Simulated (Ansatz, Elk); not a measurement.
## Bonding as seen by X-rays: SrTi

Structure refinements treat a crystal as free atoms side by side. For a made-up structure of SrTi (cell and positions from a PBE relaxation) the runs below show what the calculated density changes in F(hkl).

Main program and level: Elk 11.2.3 (patched build); DFT, PBE, all-electron APW+lo, Dirac cores, scalar-relativistic bands, static density, no spin.

This account leaves out most program logs.

The structure was built from a prototype and need not be the compound's stable phase.

### Step 1. Set-up

It takes space group Cmcm (No. 63, orthorhombic). Conventional cell: a = 3.512 Å, b = 16.380 Å, c = 4.521 Å, α = 90.00°, β = 90.00°, γ = 90.00°. Nearest to Sr lie 6 Ti at 3.45 to 3.50 Å and 2 Sr at 3.51 Å. Nearest to Ti lie 4 Ti at 2.46 to 3.51 Å and 6 Sr at 3.45 to 3.50 Å. Farther neighbours are not listed.

### Step 2. Ground state and structure factors

An all-electron density is needed, since X-rays see the cores too. Task 0 finds the density and task 195 Fourier-transforms it; tshift is off so that phases refer to the origin typed.

Contents of elk.in:

```
tasks
  0
  195

xctype
  20

spinpol
  .false.

rgkmax
  7.0

gmaxvr
  14.0

lmaxo
  7

lmaxapw
  8

swidth
  0.002

tshift
  .false.

ramdisk
  .false.

hmaxvr
  5.5

maxscl
  120

epspot
  1e-06

sppath
  './'

avec
  3.31794844105 -15.47719604484 0.00000000000
  3.31794844105 15.47719604484 0.00000000000
  0.00000000000 0.00000000000 8.54414293510

atoms
  2
  'Sr.in'
  2
  0.8480149187 0.1519850813 0.2500000000   0.000000 0.000000 0.000000
  0.1519850813 0.8480149187 0.7500000000   0.000000 0.000000 0.000000
  'Ti.in'
  2
  0.5295099235 0.4704900765 0.2500000000   0.000000 0.000000 0.000000
  0.4704900765 0.5295099235 0.7500000000   0.000000 0.000000 0.000000

ngridk
  7 7 5
```

Run with:

```bash
$ OMP_NUM_THREADS=4 elk
```

The job ended after 51 s (4 threads of Arm Neoverse V1, shared host; peak memory 0.22 GiB; 2.3 min of CPU time).

SFACRHO.OUT:

```text

h k l indices transformed by vhmat matrix:
   1.000000000       0.000000000       0.000000000    
   0.000000000       1.000000000       0.000000000    
   0.000000000       0.000000000       1.000000000    

      h      k      l  multipl.   |H|            Re(F)            Im(F)           |F|

      0      0      0      1   0.0000000       120.00000      0.23091166E-15   120.00000    
     -1      1      0      2  0.40596406       15.051308     -0.60890658E-14   15.051308    
      0      0     -1      2  0.73537924     -0.16154742E-13  -0.0000000      0.16154742E-13
      2     -2      0      2  0.81192812      -24.548966      0.39578927E-13   24.548966    
     -1      1      1      2  0.83999371      -49.531791     -0.12178132E-13   49.531791    
     -1      1     -1      2  0.83999371       49.531791      0.18267197E-13   49.531791    
      1      0      0      4  0.96836085       2.2517988     -0.18267197E-13   2.2517988    
      2     -2      1      2   1.0954496      -62.388513      0.24356263E-13   62.388513    
     -2      2      1      2   1.0954496       62.388513      0.21311730E-13   62.388513    
      1     -2      0      4   1.1257603      -89.194926      0.13700398E-13   89.194926    
      1      0     -1      4   1.2159381      -56.311840      0.91335986E-14   56.311840    
     -1      0     -1      4   1.2159381       56.311840      0.15222664E-13   56.311840    
     -3      3      0      2   1.2178922       67.052962      0.48712526E-13   67.052962    
     -1      2     -1      4   1.3446631       33.001060      0.15222664E-14   33.001060    
      1     -2     -1      4   1.3446631      -33.001060      0.76113322E-14   33.001060    
      3     -2      0      4   1.3880071      -15.013780     -0.60890658E-14   15.013780    
      3     -3     -1      2   1.4226890       58.633593     -0.24356263E-13   58.633593    
      3     -3      1      2   1.4226890      -58.633593      0.27400796E-13   58.633593
```

Elk indexes on the primitive cell of elk.in and gives |H| = 4π sin θ/λ in inverse bohr. Below, one row stands for each form hkl of the conventional cell (m members, Friedel mates merged), F is for one primitive cell and the density is static (no thermal factor). Free-atom factors are Waasmaier and Kirfel's, and R is Σm||F|−|F'||/Σm|F|.

| hkl | m | sin θ/λ (Å⁻¹) | abs F, DFT | neutral atoms | diff. |
| --- | --- | --- | --- | --- | --- |
| 020 | 2 | 0.061 | 15.051 | 14.642 | +0.409 |
| 001 | 2 | 0.111 | 0.000 | 0.000 | +0.000 |
| 040 | 2 | 0.122 | 24.549 | 24.603 | -0.054 |
| 021 | 4 | 0.126 | 49.532 | 49.278 | +0.253 |
| 110 | 4 | 0.146 | 2.252 | 2.423 | -0.171 |
| 041 | 4 | 0.165 | 62.389 | 62.725 | -0.337 |
| 130 | 4 | 0.169 | 89.195 | 89.147 | +0.048 |
| 111 | 8 | 0.183 | 56.312 | 56.295 | +0.016 |
| 060 | 2 | 0.183 | 67.053 | 66.937 | +0.116 |
| 131 | 8 | 0.202 | 33.001 | 33.215 | -0.214 |
| 150 | 4 | 0.209 | 15.014 | 15.250 | -0.236 |
| 061 | 4 | 0.214 | 58.634 | 58.935 | -0.301 |
| 002 | 2 | 0.221 | 88.437 | 89.004 | -0.567 |
| 022 | 4 | 0.229 | 8.532 | 9.146 | -0.615 |

### Step 3. The highest occupied states alone

An energy window below the Fermi level keeps the highest occupied states, to see at which angles they scatter; shallow core shells can lie inside it and anion s states outside. No new self-consistency is needed.

elk.in: that of step 2 with these lines changed.

```diff
@@ -1,3 +1,2 @@
 tasks
-  0
   195
@@ -40,2 +39,5 @@
 
+wsfac
+  -0.264060 0.476930
+
 sppath
```

Run with:

```bash
$ OMP_NUM_THREADS=4 elk
```

Elapsed: 14 s, on 4 threads; peak memory 0.16 GiB; 16 s of CPU time.

States within 12 eV below the Fermi level hold 12.00 electrons; any levels below the window count with the cores. Their amplitudes can exceed the total, where window and core parts have opposite phase:

| hkl | sin θ/λ (Å⁻¹) | abs F, window | abs F, all |
| --- | --- | --- | --- |
| 020 | 0.061 | 5.575 | 15.051 |
| 001 | 0.111 | 0.000 | 0.000 |
| 040 | 0.122 | 2.540 | 24.549 |
| 021 | 0.126 | 0.904 | 49.532 |
| 110 | 0.146 | 2.990 | 2.252 |
| 041 | 0.165 | 1.227 | 62.389 |
| 130 | 0.169 | 1.963 | 89.195 |
| 111 | 0.183 | 0.379 | 56.312 |
| 060 | 0.183 | 0.955 | 67.053 |
| 131 | 0.202 | 0.774 | 33.001 |

### Step 4. Another functional

The difference from free atoms is small, so it is set against the change that LDA (Perdew-Wang) makes.

elk.in: that of step 3 with these lines changed.

```diff
@@ -1,2 +1,3 @@
 tasks
+  0
   195
@@ -4,3 +5,3 @@
 xctype
-  20
+  3
 
@@ -39,5 +40,2 @@
 
-wsfac
-  -0.264060 0.476930
-
 sppath
```

Run with:

```bash
$ OMP_NUM_THREADS=4 elk
```

Run time: 32 s. Hardware: 4 threads; peak memory 0.16 GiB; 93 s of CPU time.

Against the first run R = 0.03 %; the largest change is -0.046 at 200.

### Step 5. Basis size

A smaller basis shows how fast F responds to it; the change is likely larger than the basis error of the first run, but doesn't show convergence.

elk.in: that of step 4 with these lines changed.

```diff
@@ -5,3 +5,3 @@
 xctype
-  3
+  20
 
@@ -11,3 +11,3 @@
 rgkmax
-  7.0
+  5.5
```

Run with:

```bash
$ OMP_NUM_THREADS=4 elk
```

Elapsed: 42 s, on 4 threads; peak memory 0.21 GiB.

Against the first run R = 0.06 %; the largest change is -0.090 at 002.

### Step 6. Basis size

The basis and the expansions that go with it are enlarged, to see whether the differences are converged.

elk.in: that of step 5 with these lines changed.

```diff
@@ -11,12 +11,12 @@
 rgkmax
-  5.5
+  8.5
 
 gmaxvr
-  14.0
+  18.0
 
 lmaxo
-  7
+  9
 
 lmaxapw
-  8
+  10
```

Run with:

```bash
$ OMP_NUM_THREADS=4 elk
```

Wall time 2.2 min (4 threads); peak memory 0.46 GiB.

Against the first run R = 0.02 %; the largest change is -0.018 at 193.

### Step 7. Settings against the effect

| run | R against the first run (%) | R against neutral atoms, low angle (%) | wall time |
| --- | --- | --- | --- |
| PBE, rgkmax 7 | 0.00 | 0.49 | 51 s |
| LDA (Perdew-Wang) | 0.03 | 0.48 | 32 s |
| rgkmax 5.5 | 0.06 | 0.52 | 42 s |
| rgkmax 8.5 with larger expansions | 0.02 | 0.49 | 2.2 min |

### Step 8. Summary of results

```
R against neutral atoms, sin θ/λ < 0.3 Å⁻¹ : 0.49 %
R against neutral atoms, 0.3 to 0.58 Å⁻¹   : 0.21 %
```

What this shows: Independent neutral atoms miss the calculated amplitudes by R = 0.49 % below 0.3 Å⁻¹ and 0.21 % from there to 0.58 Å⁻¹; by shells, 0.92 % below 0.15 Å⁻¹ (4 forms), 0.46 % 0.15 to 0.3 (20 forms), 0.19 % 0.3 to 0.45 (47 forms), 0.22 % above 0.45 (72 forms). Bonding, aspherical density and the tables' own atoms all enter these figures, and the runs don't part them. The largest change of an amplitude is -0.61 electrons, at 022. The window's part falls from 12.0 electrons at the origin to at most 0.36 between 0.45 and 0.58 Å⁻¹. Below 0.3 Å⁻¹ the changes that finished (LDA (Perdew-Wang), rgkmax 5.5 and rgkmax 8.5 with larger expansions) move F by R = 0.08 % at most, against the 0.49 % that separates it from free atoms. The k-mesh has no finished test. These runs have no spin, though d or f shells may be open. Part of the difference isn't bonding: the tables are fits to free atoms and ions calculated by other methods than this functional. Thermal motion, anomalous dispersion and extinction are left out.

[Logs are printed without paths, hosts, clocks, repeated set-up lines and the standing remarks that a program may print on its own settings, such as how far it seeks lower states.]

[Hosts, paths, dates, database ids (printed as entryN), source tags and the programs' standing remarks are cut or masked in the printed files.]
